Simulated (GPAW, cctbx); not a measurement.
## How far are the atoms of Cs2KCrI6 from free atoms?

Question: by how much does bonding change the X-ray structure factors of Cs2KCrI6, and what does a routine refinement make of it?

The start was made by putting kin elements into a known structure type; the compound need not exist, or be stable, in this form. All numbers below are calculated.

**1. Find the equilibrium geometry**

The density hangs on the geometry, so cell and atoms are relaxed first, with the symmetry held. The cutoff is set higher than for the density because stress converges slowly with plane waves.

Settings: GPAW 26.7.0, PBE, 570 eV, 2×2×2 k-points, Fermi–Dirac width 0.05 eV, spin-polarised, BFGS to 0.03 eV/Å.

```text
cell
1.0
     0.000000000    6.126500000    6.126500000
     6.126500000    0.000000000    6.126500000
     6.126500000    6.126500000    0.000000000
Cs I Cr K
2 6 1 1
Direct
0.250000000 0.250000000 0.250000000
0.750000000 0.750000000 0.750000000
0.773800000 0.773800000 0.226200000
0.773800000 0.226200000 0.773800000
0.226200000 0.773800000 0.226200000
0.226200000 0.773800000 0.773800000
0.226200000 0.226200000 0.773800000
0.773800000 0.226200000 0.226200000
0.000000000 0.000000000 0.000000000
0.500000000 0.500000000 0.500000000
```

```console
$ OMP_NUM_THREADS=1 mpirun -n 4 gpaw python run.py > gpaw.log
```

```text
BFGS:    0      -31.977847        0.132687
BFGS:    1      -31.979293        0.118396
BFGS:    2      -31.985665        0.051432
BFGS:    3      -31.985804        0.051890
BFGS:    4      -31.986702        0.053778
BFGS:    5      -31.987638        0.046493
BFGS:    6      -31.990423        0.003452
cell  8.7114 8.7114 8.7114  60.00 60.00 60.00
volume 467.465 A^3, largest force 0.003 eV/A, largest stress 0.01 GPa
```

After 6 steps the volume has changed by +1.6 % and the energy by -0.013 eV; the largest stress left is 0.01 GPa. It took 3.9 min on 4 cores of Arm Neoverse V1 (shared host), peak memory 1.8 GiB.

Relaxed structure: Fm-3m (no. 225), a = 12.3198 Å, b = 12.3198 Å, c = 12.3198 Å, α = 90.00°, β = 90.00°, γ = 90.00°.

```
atom  mult.    x    y       z
 Cs1      8  1/4  3/4     3/4
  I1     24    0    0  0.7760
 Cr1      4    0    0       0
  K1      4  1/2    0       0
```

**2. Density and charge transfer**

X-rays see the whole electron density, so the PAW density is rebuilt with its core regions. Subtracting spherical free atoms from the same code cancels the cores and leaves the deformation density Δρ, the part due to bonding.

Settings: PBE, 450 eV, 3×3×3 k-points, Fermi–Dirac width 0.05 eV, spin-polarised; primitive cell of 10 atoms.

```console
$ OMP_NUM_THREADS=1 mpirun -n 4 gpaw python run.py > gpaw.log
```

```text
|iter:   1|       0s |  -32.350829 | -0.47 |       |  +2.9948|
|iter:   2|       3s |  -31.972770 | -1.92 | -1.13 |  +2.9952|
|iter:   3|       6s |  -31.834718 | -2.35 | -1.18 |  +2.9961|
...
|iter:  10|      29s |  -32.000963c| -6.43 | -4.10c|  +3.0000|
|iter:  11|      32s |  -32.000964c| -7.06 | -4.47c|  +3.0000|
|iter:  12|      35s |  -32.000964c| -7.41c| -4.75c|  +3.0000|
```

```text
grid (90, 90, 90)  electrons 471.000  moved by bonding 1.669 e
deformation density beyond 0.5 A of the nuclei: max 0.176, min -0.567 e/A^3
atom        x       y       z   Voronoi charge  moment
Cs1    0.2500  0.2500  0.2500      0.256       0.00
Cs2    0.7500  0.7500  0.7500      0.256       0.00
I 3    0.7760  0.7760  0.2240     -0.152      -0.03
I 4    0.7760  0.2240  0.7760     -0.152      -0.03
I 5    0.2240  0.7760  0.2240     -0.152      -0.03
I 6    0.2240  0.7760  0.7760     -0.152      -0.03
I 7    0.2240  0.2240  0.7760     -0.152      -0.03
I 8    0.7760  0.2240  0.2240     -0.152      -0.03
Cr9    0.0000  0.0000  0.0000      0.193       2.87
K 10   0.5000  0.5000  0.5000      0.205      -0.00
mean inner potential of superposed free atoms 11.480 V
total magnetic moment 3.000 muB
```

Deformation density in a plane through the shortest contact of the I atom at the origin, in 0.01 e/Å³ (clipped at ±99); x from -1.6 to 4.4 Å, y from 2.4 down to -2.4 Å:

```text
  0   0   0   0   0   0   0   0   1   0  -1   .  -2   0   1   0
  0   0   0   0   0   0   0   0   0   0  -1  -2  -1   0   0   0
  0   0   1   1   1   0   0   0   0   2   5   7   5   2   0   0
  0   0   1   2   2   1   0   0   1   1   3   4   3   1   0   0
  0   1   1   2   2   0   0   2   1  -1  -5 -15  -5  -1   1   2
  0   0  -1  -1   .  -2  -1   5   3  -5   0   .   0  -5   3   5
  0   0  -2   .   .   .  -2   7   4 -16   .   .   . -14   4   7
  0   0  -1  -1   .  -2  -1   5   3  -5   1   .   0  -5   3   5
  0   1   1   2   2   0   0   2   1  -1  -5 -15  -5  -1   1   2
  0   0   1   2   2   1   0   0   0   1   3   4   3   1   0   0
  0   0   1   1   1   0   0   0   0   2   5   7   5   2   0   0
  0   0   0   0   0   0   0   0   0   0  -1  -2  -1   0   0   0
  0   0   0   0   0   0   0   0   1   0  -1   .  -2   0   1   0
```

Atoms in or within 0.15 Å of the plane: I (0.0, 0.0), Cr (2.8, 0.0) Å. Dots mark points within about 0.45 Å of a nucleus; large values next to them are atomic features.

I gains most (-0.15 e) and Cs loses most (+0.26 e), as electronegativity suggests. Such charges fall far short of formal ones, since overlapping free atoms already put density on their neighbours. Along the shortest contact from the I atom at the map's origin, I–Cr at 2.76 Å, Δρ is +0.07 e/Å³ at the midpoint: a modest build-up. Point values carry grid noise of about 0.01 e/Å³. The cell's moment is 3.00 μB; the largest inside an atomic sphere is 2.87 μB. The run needed 12 iterations, 50 s.

**3. Structure factors**

The Fourier components of Δρ, added to those of the free atoms, give the static X-ray structure factors; the Mott–Bethe relation turns them into the Fourier components V of the potential that fast electrons feel.

```text
static structure factors of the conventional cell: F in electrons, V (Mott-Bethe) in volts
   h  k  l      d  |F| table  |F| free   |F| DFT   change   |V| free  |V| DFT  change %
   1  1  1  7.1128   219.613   219.414   219.685    0.271     0.955    0.921     -3.5
   0  2  0  6.1599   168.639   168.259   168.896    0.638     0.951    0.892     -6.2
   0  2  2  4.3557   203.063   203.027   201.134   -1.893     1.392    1.480      6.3
   1  3  1  3.7146    35.031    35.426    36.146    0.720     0.213    0.188    -11.4
   2  2  2  3.5564  1293.636  1294.630  1297.330    2.700     5.516    5.433     -1.5
   0  4  0  3.0800  1511.759  1512.022  1512.548    0.526     6.614    6.602     -0.2
   1  3  3  2.8264   254.954   255.596   256.487    0.891     1.076    1.058     -1.6
   0  4  2  2.7548    66.598    66.223    65.766   -0.456     0.460    0.468      1.8
   2  4  2  2.5148   106.629   106.099   106.296    0.196     0.610    0.607     -0.5
   3  3  3  2.3709   453.059   453.864   454.742    0.878     1.729    1.717     -0.7
   1  5  1  2.3709   369.570   369.354   368.299   -1.055     1.351    1.366      1.1
   0  4  4  2.1779  1294.497  1294.983  1293.295   -1.688     4.813    4.832      0.4
   1  5  3  2.0824   151.817   151.507   150.558   -0.949     0.501    0.511      2.0
   2  4  4  2.0533     8.590     9.057    10.000    0.943     0.129    0.138      7.6
```

The largest X-ray change is +2.70 e on 222, 0.2 % of |F|. For electrons V goes as (Z − F)/g², so a change of F counts against Z − F, which is small at low angle and wherever the atoms' terms cancel: |V| of 131 moves by -11.4 % (0.21 to 0.19 V) against +2.0 % in |F|. The last three rows still change by up to 1.69 e; the table stops while the angles are still low. The tabulated Hartree–Fock atoms differ from the free DFT atoms by up to 0.99 e, so the choice of reference atom matters too.

**4. Refining ordinary atoms against data with bonding**

Routine crystallography fits spherical atoms. To see the bias, intensities are simulated from tabulated atoms plus the DFT change ΔF, so that bonding alone can misfit (21594 reflections of the full sphere, merged to the counts below, to 0.45 Å, 1.5 % proportional noise plus counting noise, assumed isotropic U as listed, Δρ smeared by the mean U) and refined with cctbx over different ranges.

```
                    range  data      R1  GooF  U Cs1 (true 0.004)  U I1 (true 0.0041)  U Cr1 (true 0.0054)  U K1 (true 0.0058)  largest shift (Å)  Δρ max, min (e/Å³)
                 all data   604  0.0030  1.02              0.0040              0.0041               0.0054              0.0058             0.0000         0.36, -0.42
 low resolution, d > 0.84   115  0.0026  1.16              0.0039              0.0040               0.0054              0.0059             0.0000         0.15, -0.13
     high order, d < 0.75   449  0.0032  0.98              0.0040              0.0041               0.0054              0.0058             0.0000         0.27, -0.24
occupancies free, d > 0.7   186  0.0025  1.07              0.0040              0.0041               0.0053              0.0060             0.0000         0.18, -0.17
```

With all data GooF is 1.02, so at this noise the bonding hardly shows; the top residual peak lies 0.66 Å from I and 2.74 Å from K. No U is off by more than 3 s.u. at low resolution. With Cs1 held at 1 and the scale free, the other occupancies refine to I1 1.000(0.001), Cr1 0.994(0.003) and K1 1.004(0.003), within three s.u. of full.

**5. Answer**

Bonding moves 1.67 e in the primitive cell of Cs2KCrI6 and changes the structure factors of the conventional cell in the table above by at most 2.70 e (222, 0.2 %), and among reflections above 2 % of the strongest by up to 2.0 % (131). The shortest bond, I–Cr, has Δρ = +0.07 e/Å³ at its midpoint. With all data GooF is 1.02, so at this noise the bonding hardly shows. Limits: static density, frozen cores, no spin–orbit coupling; a ferromagnetic start is the only order tried, and the real ground state may be antiferromagnetic or insulating.

[Outputs are excerpts: Python notices, other lines and further rows are left out; steps that failed or that the build refused (PBEsol, TPSS) are not shown.]

[Logs are printed without paths, hosts, clocks, repeated set-up lines and the standing remarks that a program may print on its own settings, such as how far it seeks lower states.]
